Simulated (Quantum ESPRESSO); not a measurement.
```
Canted and collinear textures of CuF2
1.0
     3.32000    0.00000    0.00000
     0.00000    4.54000    0.00000
    -2.78687    0.00000    4.55893
Cu F
2 4
Direct
  0.00000 0.00000 0.00000
  0.00000 0.50000 0.50000
  0.25600 0.30000 0.30000
  0.74400 0.80000 0.20000
  0.74400 0.70000 0.70000
  0.25600 0.20000 0.80000
# method: LDA with U = 6 eV on Cu d (ortho-atomic projectors); plane waves with GBRV 1.5 LDA potentials, no spin-orbit coupling (and 1 further level or step)
# program: Quantum ESPRESSO 7.5
# settings of one run: GBRV 1.5 LDA, potential files Cu: cu_lda_v1.2.uspp.F.UPF, F: f_lda_v1.4.uspp.F.UPF, cutoff 462.59 eV, 5×3×3 k-mesh, 88 bands, fermi-dirac occupations, smearing width 0.1 eV, SCF threshold 1.20e-8, symmetry off, Hubbard form dudarev, Hubbard projectors ortho-atomic, starting moments 1 1 0 0 0 0 μB
# cost: 5 runs, 53 min in all on 4 MPI ranks of Arm Neoverse N1, shared host (the runs of this entry)
# notes: Without spin–orbit coupling only the angles between moments matter. The cell holds only so many moments, so longer spirals cannot form in it.
# lowest start: collinear alternating and two sublattices 90 degrees apart
# its final state: antiferromagnetic
# its moments: 0.788 μB
# its net moment: 0 μB a cell
```

[Logs and program files are shortened in this print: banners, set-up blocks, solver, clock and traceback lines can be left out without a mark of their own.]

[Logs are printed without paths, hosts, clocks, repeated set-up lines and the standing remarks that a program may print on its own settings, such as how far it seeks lower states.]

[Hosts, paths, dates, database ids (printed as entryN), source tags and the programs' standing remarks are cut or masked in the printed files.]

[Where a cell is said to come from a database of computed structures, the database is the Materials Project.]
